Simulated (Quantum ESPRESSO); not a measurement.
# CoSi2 (Fm-3m): from the cell to the phonon bands, part 3 of 4

How does CoSi2 (Fm-3m) vibrate, and is this structure a minimum?

Quantum ESPRESSO 7.5; DFT PBE, scalar-relativistic, plane waves, GBRV ultrasoft pseudopotentials.

So far, highest frequency (cm⁻¹): step 9 (interpolated phonon bands) 384. The relaxed cell has a = 5.357 Å (conventional setting).

The database entry behind the starting cell differs from later determinations by our own check (0.1 to 0.3 % short, probably kX units), so it need not match the best structure at ambient conditions.

## Step 10: Sums over the zone

Sums over the zone need many more wavevectors than were solved, so the interpolation is sampled on a dense mesh.

Input file matdyn.in:

```
&input
   asr = 'crystal'
   flfrc = 'x.fc'
   dos = .true.
   fldos = 'x.dos'
   nk1 = 15
   nk2 = 15
   nk3 = 15
   deltaE = 1.0
   la2F = .true.
/
```

The run is started by

```sh
> matdyn.x -in matdyn.in > matdyn.out
```

Numbers of over 12 decimals in the logs are rounded to 6 here.

Output:

```text
[banner, memory and clock lines left out]
Program MATDYN v.7.5

 mass for atomic type   1 not given; uses mass from file x.fc
 mass for atomic type   2 not given; uses mass from file x.fc
 Norm of the difference between old and new effective charges:    0.000000

 Norm of the difference between old and new force-constants:   9.26781e-06

     Message from routine matdyn:
     Z* not found in file x.fc, TO-LO splitting at q=0 will be absent!
 Norm of the difference between old and new effective charges:    0.000000

 Norm of the difference between old and new force-constants:   2.07124e-06

 Norm of the difference between old and new effective charges:    0.000000

 Norm of the difference between old and new force-constants:   6.46302e-05

 Norm of the difference between old and new effective charges:    0.000000

 Norm of the difference between old and new force-constants:   6.69825e-05

 Norm of the difference between old and new effective charges:    0.000000

 Norm of the difference between old and new force-constants:   7.52343e-05

 Norm of the difference between old and new effective charges:    0.000000

 Norm of the difference between old and new force-constants:   0.000104259

 Norm of the difference between old and new effective charges:    0.000000

 Norm of the difference between old and new force-constants:   0.000131441

 Norm of the difference between old and new effective charges:    0.000000

 Norm of the difference between old and new force-constants:   0.000150118

 Norm of the difference between old and new effective charges:    0.000000

 Norm of the difference between old and new force-constants:   0.000167224

 Norm of the difference between old and new effective charges:    0.000000

 Norm of the difference between old and new force-constants:   0.000197872

 Norm of the difference between old and new effective charges:    0.000000

 Norm of the difference between old and new force-constants:   0.000260827

Note: The following floating-point exceptions are signalling: IEEE_UNDERFLOW_FLAG
```

It took 30 s on 1 thread of Arm Neoverse V1, shared host.

Numbers from this step:

* share of modes beyond 3i cm⁻¹ on the dense interpolated mesh: 0
* zero-point energy per atom: 51.8 meV
* heat capacity at 300 K: 21.33 J/(mol atoms K)
* vibrational entropy at 300 K: 21.25 J/(mol atoms K)

The phonon density of states has structure finer than the step of the table below, so its rows give means over 20 cm⁻¹, whole bins alone (the curve runs from 0 to 384 cm⁻¹). Peaks (cm⁻¹: height): total 274.0: 0.0516, 370.0: 0.202; Co 170.0: 0.0145, 250.0: 0.0231, 350.0: 0.0204, 370.0: 0.0291; Si 274.0: 0.0459, 370.0: 0.173.

Tetrahedra. The phonon density of states by wavenumber; means over each step; values in 1/cm⁻¹/cell:

```
wavenumber (cm⁻¹)    total       Co       Si
               20   1.2e-4   5.9e-5   5.7e-5
               40   7.8e-4   4.1e-4   3.7e-4
               60  0.00208  0.00112   9.6e-4
               80  0.00443  0.00248  0.00195
              100  0.00950  0.00565  0.00384
              120   0.0193   0.0122  0.00704
              140   0.0199   0.0131  0.00686
              160   0.0200   0.0136  0.00640
              180   0.0159   0.0110  0.00485
              200   0.0116  0.00810  0.00351
              220  0.00825  0.00589  0.00236
              240   0.0173   0.0129  0.00444
              260   0.0345   0.0129   0.0217
              280   0.0471  0.00494   0.0422
              300   0.0463  0.00413   0.0422
              320   0.0291  0.00338   0.0257
              340   0.0347  0.00875   0.0259
              360   0.0805   0.0191   0.0614
```

Harmonic thermodynamic functions per atom, summed over the density of states scaled to three modes an atom; melting is ignored. Thermodynamic functions:

```
T (K)  F_vib (meV/atom)  S (J/mol-atom/K)  C_V (J/mol-atom/K)
    0              51.8                 0                   0
   50             51.71             0.729               2.054
  100             50.58             4.013               8.479
  200             41.65             13.25               17.83
  300             23.61             21.25               21.33
  400             -1.84             27.62               22.81
  500            -33.23              32.8               23.55
  600            -69.53             37.13               23.96
  700              -110             40.84               24.21
  800              -154             44.09               24.38
  900            -201.2             46.97                24.5
 1000            -251.3             49.55               24.58
```

At 300 K the heat capacity has reached 86 % of the Dulong-Petit value.

## Step 11: Zone-centre analysis

A rigid shift of the crystal must cost nothing, but grids and finite bases break this; the acoustic sum rule is imposed before the matrix is diagonalised again.

Input file dynmat.in:

```
&input
   fildyn = 'x.dyn1'
   asr = 'simple'
   fileig = 'dynmat.eig'
/
```

The run is started by

```sh
> dynmat.x -in dynmat.in > dynmat.out
```

Output:

```text
[banner, memory and clock lines left out]
Program DYNMAT v.7.5

     Reading Dynamical Matrix from file x.dyn1
     ...Force constants read
     ...epsilon and Z* not read (not found on file)
     A direction for q was not specified:TO-LO splitting will be absent

     Polarizability (A^3 units)
     multiply by 1.000000 for Clausius-Mossotti correction
         0.000000    0.000000    0.000000
         0.000000    0.000000    0.000000
         0.000000    0.000000    0.000000

     IR activities are in (D/A)^2/amu units

# mode   [cm-1]    [THz]      IR
    1     -0.00   -0.0000    0.0000
    2     -0.00   -0.0000    0.0000
    3     -0.00   -0.0000    0.0000
    4    321.07    9.6254    0.0000
    5    321.07    9.6254    0.0000
    6    321.07    9.6254    0.0000
    7    332.31    9.9623    0.0000
    8    332.31    9.9623    0.0000
    9    332.31    9.9623    0.0000

cm-1]
[end of the log left out, with the tail of the file of modes that dynmat.x writes under the same name]
```

It took 0.47 s on 1 thread.

Unit eigenvectors of the mass-weighted matrix after the sum rule; no LO-TO term. Modes at Γ, with each element's share of the kinetic energy:

```
mode  frequency (cm⁻¹)  symmetry  Co %  Si %
   1               0.0  acoustic    51    49
   2               0.0  acoustic    51    49
   3               0.0  acoustic    51    49
   4             321.1       T2g     0   100
   5             321.1       T2g     0   100
   6             321.1       T2g     0   100
   7             332.3       T1u    49    51
   8             332.3       T1u    49    51
   9             332.3       T1u    49    51
```

Displacements in mode 5 (321.1 cm⁻¹), the largest set to 1:
```
Co1  0.00  0.00  0.00
Si2 -0.05 -0.01  1.00
Si3  0.05  0.01 -1.00
```

Displacements in mode 8 (332.3 cm⁻¹), the largest set to 1:
```
Co1 -0.18 -0.14  0.95
Si2  0.19  0.15 -1.00
Si3  0.19  0.15 -1.00
```

The rule moves no optical mode by more than 0.1 cm⁻¹.

## Step 12: Check by a frozen phonon

The atoms are moved along one mode, by 0.015 Å at most in any Cartesian component, and the restoring forces give its frequency without the response code: a check of the response kernel of this functional.

Input file frozen.in:

```
&control
   calculation = 'scf'
   prefix = 'x'
   outdir = './tmp'
   pseudo_dir = './pseudo'
   tprnfor = .true.
/
&system
   ibrav = 0
   nat = 3
   ntyp = 2
   ecutwfc = 45.0
   ecutrho = 270.0
   occupations = 'smearing'
   smearing = 'mv'
   degauss = 0.02
/
&electrons
   conv_thr = 1.0d-11
   mixing_beta = 0.7
   electron_maxstep = 100
/
ATOMIC_SPECIES
 Co     58.9332  Co.upf
 Si     28.0850  Si.upf
CELL_PARAMETERS angstrom
    -2.678644910    0.000000000    2.678644910
     0.000000000    2.678644910    2.678644910
    -2.678644910    2.678644910    0.000000000
ATOMIC_POSITIONS crystal
 Co    -0.000973780   0.001179395   0.004157702
 Si     0.751021846   0.748762825   0.745637329
 Si     0.251021846   0.248762825   0.245637329
K_POINTS automatic
 12 12 12 0 0 0
```

The run is started by

```sh
> OMP_NUM_THREADS=1 mpirun -n 4 pw.x -nk 4 -in frozen.in > frozen.out
```

Output:

```text
[banner, memory and clock lines left out]
Program PWSCF v.7.5

     G-vector sticks info

     bravais-lattice index     =            0
     lattice parameter (alat)  =       7.1586  a.u.
     unit-cell volume          =     259.4012 (a.u.)^3
     number of atoms/cell      =            3
     number of atomic types    =            2
     number of electrons       =        25.00
     number of Kohn-Sham states=           17
     kinetic-energy cutoff     =      45.0000  Ry
     charge density cutoff     =     270.0000  Ry
     scf convergence threshold =      1.0E-11
     mixing beta               =       0.7000
     number of iterations used =            8  plain     mixing
     Exchange-correlation= SLA  PW   PBE  PBE
                           (   1   4   3   4   0   0   0)

     celldm(1)=   7.158615  celldm(2)=   0.000000  celldm(3)=   0.000000
     celldm(4)=   0.000000  celldm(5)=   0.000000  celldm(6)=   0.000000

     crystal axes: (cart. coord. in units of alat)
               a(1) = (  -0.707107   0.000000   0.707107 )
               a(2) = (   0.000000   0.707107   0.707107 )
               a(3) = (  -0.707107   0.707107   0.000000 )

     reciprocal axes: (cart. coord. in units 2 pi/alat)
               b(1) = ( -0.707107 -0.707107  0.707107 )
               b(2) = (  0.707107  0.707107  0.707107 )
               b(3) = ( -0.707107  0.707107 -0.707107 )

     PseudoPot. # 1 for Co read from file:
     ./pseudo/Co.upf
     Pseudo is Ultrasoft + core correction, Zval = 17.0
     Using radial grid of  863 points,  6 beta functions with:
                l(1) =   0
                l(2) =   0
                l(3) =   1
                l(4) =   1
                l(5) =   2
                l(6) =   2
     Q(r) pseudized with  8 coefficients,  rinner =    1.200   1.200   1.200
                                                       1.200   1.200

     PseudoPot. # 2 for Si read from file:
     ./pseudo/Si.upf
     Pseudo is Ultrasoft + core correction, Zval =  4.0
     Using radial grid of  899 points,  6 beta functions with:
                l(1) =   0
                l(2) =   0
                l(3) =   1
                l(4) =   1
                l(5) =   2
                l(6) =   2
     Q(r) pseudized with  8 coefficients,  rinner =    0.900   0.900   0.900
                                                       0.900   0.900

     atomic species   valence    mass     pseudopotential
     Co               17.00    58.93320     Co( 1.00)
     Si                4.00    28.08500     Si( 1.00)

     No symmetry found

   Cartesian axes

     site n.     atom                  positions (alat units)
         1        Co     tau(   1) = (  -0.0022514   0.0037739   0.0001454  )
         2        Si     tau(   2) = (  -1.0582979   1.0567005   1.0605079  )
         3        Si     tau(   3) = (  -0.3511911   0.3495937   0.3534011  )

     number of k points=   868  Marzari-Vanderbilt smearing, width (Ry)=  0.0200

     Number of k-points >= 100: set verbosity='high' to print them.

     Dense  grid:    19579 G-vectors     FFT dimensions: (  40,  40,  40)

     Smooth grid:    10657 G-vectors     FFT dimensions: (  32,  32,  32)

     Check: negative core charge=   -0.000016

     Initial potential from superposition of free atoms

     starting charge      23.9987, renormalised to      25.0000
     Starting wfcs are   21 randomized atomic wfcs

     per-process dynamical memory:    98.5 Mb

     Self-consistent Calculation

     iteration #  1     ecut=    45.00 Ry     beta= 0.70
     Davidson diagonalization with overlap
     ethr =  1.00E-02,  avg # of iterations =  4.1

     total energy              =    -305.68059779 Ry
     estimated scf accuracy    <      16.03290975 Ry

     iteration #  2     ecut=    45.00 Ry     beta= 0.70
     Davidson diagonalization with overlap
     ethr =  1.00E-02,  avg # of iterations =  3.0

     total energy              =    -316.32128411 Ry
     estimated scf accuracy    <      54.71466435 Ry

     iteration #  3     ecut=    45.00 Ry     beta= 0.70
     Davidson diagonalization with overlap
     ethr =  1.00E-02,  avg # of iterations =  2.1

     total energy              =    -317.54103058 Ry
     estimated scf accuracy    <      10.46205379 Ry

     iteration #  4     ecut=    45.00 Ry     beta= 0.70
     Davidson diagonalization with overlap
     ethr =  1.00E-02,  avg # of iterations =  2.0

     total energy              =    -318.10890973 Ry
     estimated scf accuracy    <       1.96371707 Ry

     iteration #  5     ecut=    45.00 Ry     beta= 0.70
     Davidson diagonalization with overlap
     ethr =  7.85E-03,  avg # of iterations =  1.0

     total energy              =    -317.26177971 Ry
     estimated scf accuracy    <       2.22375513 Ry

     iteration #  6     ecut=    45.00 Ry     beta= 0.70
     Davidson diagonalization with overlap
     ethr =  7.85E-03,  avg # of iterations =  2.0

     total energy              =    -317.70610820 Ry
     estimated scf accuracy    <       1.62162075 Ry

     iteration #  7     ecut=    45.00 Ry     beta= 0.70
     Davidson diagonalization with overlap
     ethr =  6.49E-03,  avg # of iterations =  1.0

     total energy              =    -317.80495962 Ry
     estimated scf accuracy    <       0.10871181 Ry

     iteration #  8     ecut=    45.00 Ry     beta= 0.70
     Davidson diagonalization with overlap
     ethr =  4.35E-04,  avg # of iterations =  3.0

     total energy              =    -317.73993066 Ry
     estimated scf accuracy    <       0.30003868 Ry

     iteration #  9     ecut=    45.00 Ry     beta= 0.70
     Davidson diagonalization with overlap
     ethr =  4.35E-04,  avg # of iterations =  2.1

     total energy              =    -317.77831849 Ry
     estimated scf accuracy    <       0.01701541 Ry

     iteration # 10     ecut=    45.00 Ry     beta= 0.70
     Davidson diagonalization with overlap
     ethr =  6.81E-05,  avg # of iterations =  2.7

     total energy              =    -317.78100967 Ry
     estimated scf accuracy    <       0.00167274 Ry

     iteration # 11     ecut=    45.00 Ry     beta= 0.70
     Davidson diagonalization with overlap
     ethr =  6.69E-06,  avg # of iterations =  3.5

     total energy              =    -317.78112738 Ry
     estimated scf accuracy    <       0.00006961 Ry

     iteration # 12     ecut=    45.00 Ry     beta= 0.70
     Davidson diagonalization with overlap
     ethr =  2.78E-07,  avg # of iterations =  2.4

     total energy              =    -317.78111193 Ry
     estimated scf accuracy    <       0.00008462 Ry

     iteration # 13     ecut=    45.00 Ry     beta= 0.70
     Davidson diagonalization with overlap
     ethr =  2.78E-07,  avg # of iterations =  2.0

     total energy              =    -317.78112436 Ry
     estimated scf accuracy    <       0.00001138 Ry

     iteration # 14     ecut=    45.00 Ry     beta= 0.70
     Davidson diagonalization with overlap
     ethr =  4.55E-08,  avg # of iterations =  2.0

     total energy              =    -317.78112617 Ry
     estimated scf accuracy    <       0.00000158 Ry

     iteration # 15     ecut=    45.00 Ry     beta= 0.70
     Davidson diagonalization with overlap
     ethr =  6.34E-09,  avg # of iterations =  2.1

     total energy              =    -317.78112643 Ry
     estimated scf accuracy    <       0.00000009 Ry

     iteration # 16     ecut=    45.00 Ry     beta= 0.70
     Davidson diagonalization with overlap
     ethr =  3.60E-10,  avg # of iterations =  3.9

     total energy              =    -317.78112646 Ry
     estimated scf accuracy    <          4.6E-09 Ry

     iteration # 17     ecut=    45.00 Ry     beta= 0.70
     Davidson diagonalization with overlap
     ethr =  1.82E-11,  avg # of iterations =  3.1

     total energy              =    -317.78112646 Ry
     estimated scf accuracy    <       0.00000001 Ry

     iteration # 18     ecut=    45.00 Ry     beta= 0.70
     Davidson diagonalization with overlap
     ethr =  1.82E-11,  avg # of iterations =  1.5

     total energy              =    -317.78112646 Ry
     estimated scf accuracy    <          4.4E-10 Ry

     iteration # 19     ecut=    45.00 Ry     beta= 0.70
     Davidson diagonalization with overlap
     ethr =  1.78E-12,  avg # of iterations =  2.0

     End of self-consistent calculation

     Number of k-points >= 100: set verbosity='high' to print the bands.

     the Fermi energy is    12.7399 ev

!    total energy              =    -317.78112646 Ry
     estimated scf accuracy    <          9.2E-12 Ry
     smearing contrib. (-TS)   =       0.00130003 Ry
     internal energy E=F+TS    =    -317.78242649 Ry

     The total energy is F=E-TS. E is the sum of the following terms:
     one-electron contribution =    -237.91748502 Ry
     hartree contribution      =     132.06125731 Ry
     xc contribution           =     -41.57075188 Ry
     ewald contribution        =    -170.35544690 Ry

     convergence has been achieved in  19 iterations

     Forces acting on atoms (cartesian axes, Ry/au):

     atom    1 type  1   force =     0.00795936   -0.01332051   -0.00051386
     atom    2 type  2   force =    -0.00395272    0.00664416   -0.00016069
     atom    3 type  2   force =    -0.00400664    0.00667636    0.00067455

     Total force =     0.019024     Total SCF correction =     0.000001

     XML data file, charge density, pseudopotentials, collected wavefunctions
```

The job ended after 2 min (4 MPI ranks).

This step gave:

| Property | Result |
| --- | --- |
| frequency from the forces | 332.5 cm⁻¹ |
| frequency from linear response | 332.3 cm⁻¹ |

The forces give 332.5 cm⁻¹ against 332.3 cm⁻¹ from linear response after the sum rule.

[end of part 3 of 4]

[Host names and launcher messages were left out of these logs when they were recorded.]

[Logs are printed without paths, hosts, clocks, repeated set-up lines and the standing remarks that a program may print on its own settings, such as how far it seeks lower states.]

[Hosts, paths, dates, database ids (printed as entryN), source tags and the programs' standing remarks are cut or masked in the printed files.]
